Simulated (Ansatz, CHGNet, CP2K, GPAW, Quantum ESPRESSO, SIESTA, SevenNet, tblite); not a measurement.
# tblite on generalised stacking fault on (111) (glide set) of a Ge-Si solid solution (72 atoms): settings against a plane-wave reference

How near does tblite come to plane waves for generalised stacking fault on (111) (glide set) of a Ge-Si solid solution (72 atoms)?

Calculated with tblite 0.8.0; the method is named at each step.

### Step 1. The starting structure

The cell holds 72 atoms: 51 Ge and 21 Si. Its edges and angles: a = 6.849 Å, b = 11.862 Å, c = 19.579 Å, α = 90.0°, β = 88.3°, γ = 90.0°. Diamond-structure Ge lattice (a = 5.5919 Å, the value set for the mixture), cell with z along [111], 1 x 3 x 2 periods; the third cell vector is tilted by 0.083 of 1/2[11-2] and lengthened by 0.2 Å, so the cell holds one fault (glide set); displaced by a Gaussian of 0.01 Å; 21 of 72 Ge sites given to Si at random (lattice constant by Vegard's rule between Ge and Si). Then every atom was moved at random, 0.05 Å r.m.s. a Cartesian component. The structure's axis is c.

The yardstick, on the same geometry:

- method: Kohn-Sham DFT, PBE, PAW, plane waves (Ansatz 0.2.0); cutoff 420 eV, Γ point, fermi-dirac smearing of 0.05 eV; PAW set soft_2
- r.m.s. force component: 0.8462 eV/Å
- longest force: 2.816 eV/Å
- pressure: 3.278 GPa
- SCF cycles: 9
- time: 20 s on 8 threads of Arm Neoverse V1, shared host
- CPU time: 2.1 min

### Step 2. GFN1-xTB

Method: GFN1-xTB tight binding, diagonalisation.

run.py

```python
import numpy as np
from ase.io import read
from tblite.ase import TBLite

atoms = read("structure.xyz")
atoms.calc = TBLite(method="GFN1-xTB", electronic_temperature=580, accuracy=1.0, max_iterations=250, mixer_damping=0.1, verbosity=1)
energy = atoms.get_potential_energy()
forces = atoms.get_forces()
print(f"energy {energy:.6f} eV")
print("forces (eV/A)")
for i, (a, f) in enumerate(zip(atoms, forces)):
    print(f"{i:4d} {a.symbol:2s} {f[0]:10.5f} {f[1]:10.5f} {f[2]:10.5f}")
stress = -atoms.get_stress(voigt=False) * 160.21766
print("stress (GPa, compression positive)")
for row in stress:
    print(" ".join(f"{x:10.4f}" for x in row))
print("charges (e)")
print(np.array2string(atoms.get_charges(), precision=4, suppress_small=True, max_line_width=110, threshold=100000))
```

structure.xyz

```xyz
72
Lattice="6.84865 0.00000 0.00000 0.00000 11.86221 0.00000 0.57070 0.00000 19.57091" Properties=species:S:1:pos:R:3 pbc="T T T"
Ge 3.31142 2.03876 0.44485
Ge 3.36747 1.99048 2.83191
Ge 5.72086 1.98633 3.63960
Si 5.56179 2.01658 6.07833
Si 6.86070 11.83682 0.53996
Ge 6.77207 11.85379 2.78748
Si 2.28613 11.80041 3.60457
Ge 2.28515 11.84857 5.98518
Ge 4.57957 11.82994 6.84669
Si 4.56427 0.00854 9.24119
Si 3.43970 5.92992 0.44504
Si 3.46061 5.86444 2.73347
Ge 5.72614 5.78520 3.60222
Ge 5.76987 5.92470 6.08812
Si 6.82199 3.91821 0.36324
Ge 6.78443 3.85605 2.84952
Ge 2.28372 3.92544 3.59459
Si 2.25587 3.98701 6.06855
Ge 4.55367 3.94620 6.81322
Si 4.54331 3.95747 9.28581
Ge 1.12656 2.01527 6.83064
Ge 1.11909 2.03022 9.36448
Si 3.34673 2.00092 10.10603
Si 3.42897 1.96284 12.57862
Ge 5.72282 1.91254 13.25616
Si 5.72074 2.00365 15.75889
Ge 6.87787 11.81025 10.08646
Ge 6.80173 0.09063 12.44260
Si 2.22549 11.77858 13.31507
Ge 2.23458 11.80266 15.70977
Ge 4.64325 0.05812 16.55073
Si 4.58421 0.02954 19.03525
Ge 3.37271 9.88051 0.42136
Si 3.44736 9.91479 2.91059
Ge 5.77265 9.86639 3.65663
Ge 5.70756 9.91704 6.11454
Ge 6.83386 7.97259 0.48614
Ge 6.89312 8.04744 2.77692
Ge 2.27153 7.89620 3.61338
Ge 2.35906 7.88362 6.05602
Ge 4.64486 7.85456 6.82144
Ge 4.59009 7.86251 9.23669
Ge 1.16392 6.00857 6.89757
Ge 1.15708 5.84071 9.28385
Ge 3.38905 5.94273 10.12697
Ge 3.47006 6.01853 12.47763
Ge 5.68718 5.92150 13.34227
Ge 5.73447 5.95186 15.71759
Si 6.90145 3.97194 10.09879
Si 6.78356 3.97930 12.50542
Ge 2.29467 3.97752 13.28708
Ge 2.34226 3.98879 15.67747
Ge 4.64762 3.98582 16.57382
Ge 4.60764 3.99175 18.94621
Ge 1.15103 2.01919 16.59926
Ge 1.13078 2.00270 18.91568
[... 12 atom lines left out ...]
Si 1.08453 5.85471 16.49573
Si 1.18320 5.95874 18.94934
Ge 1.13906 9.87920 16.62999
Si 1.03986 9.89261 18.93309
```

Launch:

```bash
$ OMP_NUM_THREADS=1 python run.py > output.txt
```

Output:

```text
------------------------------------------------------------
  cycle        total energy    energy error   density error
------------------------------------------------------------
      1     -114.9802873174  -1.1525574E+02   4.5720608E-01
      2     -123.3154995423  -8.3352122E+00   3.2212793E-01
      3     -121.6799345995   1.6355649E+00   2.9446979E-01
      4     -118.9610385399   2.7188961E+00   2.8143108E-01
      5     -118.9995628855  -3.8524346E-02   2.0309617E-01
      6     -124.2486213337  -5.2490584E+00   4.7463933E-02
      7     -124.3918345882  -1.4321325E-01   2.8388398E-02
      8     -124.5490515532  -1.5721696E-01   1.9150389E-02
      9     -124.5884010753  -3.9349522E-02   1.4640038E-02
     10     -124.6039550710  -1.5553996E-02   9.7392180E-03
     11     -124.6047755176  -8.2044667E-04   6.4771573E-03
     12     -124.6050133117  -2.3779403E-04   2.6957656E-03
     13     -124.6051642787  -1.5096698E-04   1.4702456E-03
     14     -124.6052252183  -6.0939690E-05   9.5249138E-04
     15     -124.6052570438  -3.1825420E-05   6.9473135E-04
     16     -124.6052649129  -7.8691558E-06   5.4682716E-04
     17     -124.6052671580  -2.2450438E-06   3.6052488E-04
     18     -124.6052681600  -1.0020322E-06   1.5189603E-04
     19     -124.6052691101  -9.5006637E-07   9.3881544E-05
     20     -124.6052691615  -5.1404001E-08   7.3405231E-05
     21     -124.6052691472   1.4261744E-08   5.5922457E-05
     22     -124.6052691530  -5.7849547E-09   3.5563858E-05
     23     -124.6052691977  -4.4733468E-08   1.4874182E-05
------------------------------------------------------------
 total:                                   8.083 sec
energy -3390.682081 eV
forces (eV/A)
   0 Ge   -0.99238   -0.41968    0.08099
   1 Ge    0.72889   -0.98029   -0.13121
   2 Ge   -1.33206   -1.17120    1.16068
   3 Si    1.50044   -0.92726   -0.65418
   4 Si   -0.89160    0.42930   -2.02382
   5 Ge    1.03468    0.15021    1.39948
   6 Si   -0.70730    0.65788   -0.09599
   7 Ge   -0.12739   -0.25594    0.01791
   8 Ge   -0.78561    0.83915    0.67637
   9 Si   -0.11925    0.46403    0.32118
  10 Si   -1.61758   -0.44687    0.08312
  11 Si   -0.13397    0.39729    0.80201
  12 Ge   -0.50930    1.88653    0.55046
  13 Ge    0.33941   -0.66449   -1.12233
  14 Si   -1.15215    1.58022    1.02526
  15 Ge    1.62418    0.49764   -1.66255
  16 Ge   -0.69738    0.87263    0.98402
  17 Si    0.32066    0.23818   -0.61743
  18 Ge   -0.95684    0.83048    1.21874
  19 Si    0.66194   -0.33944   -0.01366
  20 Ge   -0.77286   -0.29193    0.53915
  21 Ge    0.17002   -0.63653   -1.07178
  22 Si    1.05697   -0.25923    0.67448
  23 Si   -0.31997   -0.40781   -0.89183
[...]
64 Ge   -0.20078   -0.25300    0.91004
  65 Ge   -0.36851   -0.80475   -0.57056
  66 Ge    0.04318    0.81377    1.28432
  67 Si    1.31183    0.47158   -1.49160
  68 Si    0.75620    0.68032    1.01902
  69 Si    0.91568   -0.05156   -0.31867
  70 Ge   -0.60276   -0.09123   -0.35934
  71 Si    0.92915    0.71203    0.32178
stress (GPa, compression positive)
    1.3226    -0.7715    -0.8315
   -0.7715    16.0454     0.5472
   -0.8315     0.5472     7.5819
charges (e)
[-0.018  -0.0393 -0.0092  0.1728  0.1179 -0.1039  0.1184 -0.0494 -0.0884  0.1296  0.0428  0.1204 -0.06
  0.0222  0.1276 -0.031  -0.0984  0.163  -0.1658  0.1059 -0.0905 -0.106   0.0442  0.0927 -0.1563  0.1712
 -0.0264 -0.0105  0.1155 -0.0386 -0.1029  0.1337 -0.1907  0.1236 -0.0381  0.0172 -0.1066  0.0177 -0.0954
  0.0067 -0.0067  0.0047 -0.0611 -0.04   -0.0637  0.0007 -0.0459 -0.0353  0.09    0.1333 -0.0973 -0.0334
 -0.0479 -0.0676 -0.0428 -0.0706 -0.0195  0.005  -0.0838 -0.0502 -0.0067  0.0226 -0.0144  0.0056 -0.0174
 -0.0508 -0.0486  0.142   0.112   0.0766 -0.0456  0.139 ]
```

Run time: 8.7 s. Hardware: 1 thread of Arm Neoverse V1, shared host; peak memory 0.15 GiB.

Banners, paths, timers and routine set-up lines are dropped from the logs unmarked, and long logs keep their key lines alone; longer cuts are marked.

Against the reference:

```yaml
r_m_s_force_component: 0.7872 eV/Å
r_m_s_difference_of_force_components: 216.4 meV/Å
longest_difference_of_force_vectors: 912.7 meV/Å
force_difference_over_r_m_s_force: 25.57 %
slope_of_forces_against_the_reference_s: 0.9001
correlation_of_force_components: 0.9675
pressure: 8.317 GPa
pressure_difference: 5.039 GPa
```

Length of the force difference by element (eV/Å):

```tsv
element	atoms	mean	most
Ge	51	0.36	0.91
Si	21	0.29	0.68
```

The surroundings of Ge33, whose charge lies farthest from its element's mean, nearest first, numbered as they follow in the input and with coordinates relative to it.

```tsv
atom	x	y	z	distance (Å)	bonds	Mulliken charge (e)	Fx	Fy	Fz (eV/Å)
Ge33	0.00	0.00	0.00	0.00	3	-0.19	-1.09	0.39	1.14
Si68	0.60	-2.01	-0.93	2.29	3	0.14	1.31	0.47	-1.49
Si32	0.64	2.01	-0.96	2.32	3	0.13	1.31	0.11	-0.63
Si34	0.07	0.03	2.49	2.49	4	0.12	0.46	-0.57	-0.75
Si72	-2.90	0.01	-1.06	3.09	3	0.14	0.93	0.71	0.32
Si7	-1.09	1.92	3.18	3.87	4	0.12	-0.71	0.66	-0.10
Ge37	-3.39	-1.91	0.06	3.89	3	-0.11	-0.92	-1.15	-0.94
Si5	-3.36	1.96	0.12	3.89	3	0.12	-0.89	0.43	-2.02
Ge39	-1.10	-1.98	3.19	3.92	4	-0.10	0.70	-0.40	0.17
```

Atoms are counted from 1 here, from 0 in the log.

Forces lie 26 % from the reference's, at 0.068 times its CPU time (on 1 against 8 cores).

### Step 3. What came out

| Item | Value |
| --- | --- |
| force difference from the reference | tblite GFN1-xTB, 26 % |
| its CPU time | 8.7 s |

Tight binding differs by 26 % (tblite GFN1-xTB); it is another model, with fitted parameters of its own, and the xTB methods hold dispersion. One electronic-structure run takes under half the reference's CPU time: tblite GFN1-xTB, at 26 % in 8.7 s against 2.1 min; its pressure misses by +5.0 GPa. Periodic xTB results under one method name differ between programs and library versions. The reference's stress is far from hydrostatic: its diagonal is -5.8, 12.4, 3.2 GPa, compression counted positive. The host structure and its lattice constant were typed by rule, without a check against the phase diagram. The reference's pressure of 3.3 GPa belongs to a cell and atoms that aren't relaxed at this level. The electronic-structure runs sample only Γ, in a cell whose shortest periodic width is 7 Å, which is coarse for a cell with partly filled levels.

[Also dropped from logs without a mark: logging warnings of Python, and SIESTA's first energy breakdown and zero terms.]

[Logs are printed without paths, hosts, clocks, repeated set-up lines and the standing remarks that a program may print on its own settings, such as how far it seeks lower states.]

[Hosts, paths, dates, database ids (printed as entryN), source tags and the programs' standing remarks are cut or masked in the printed files.]
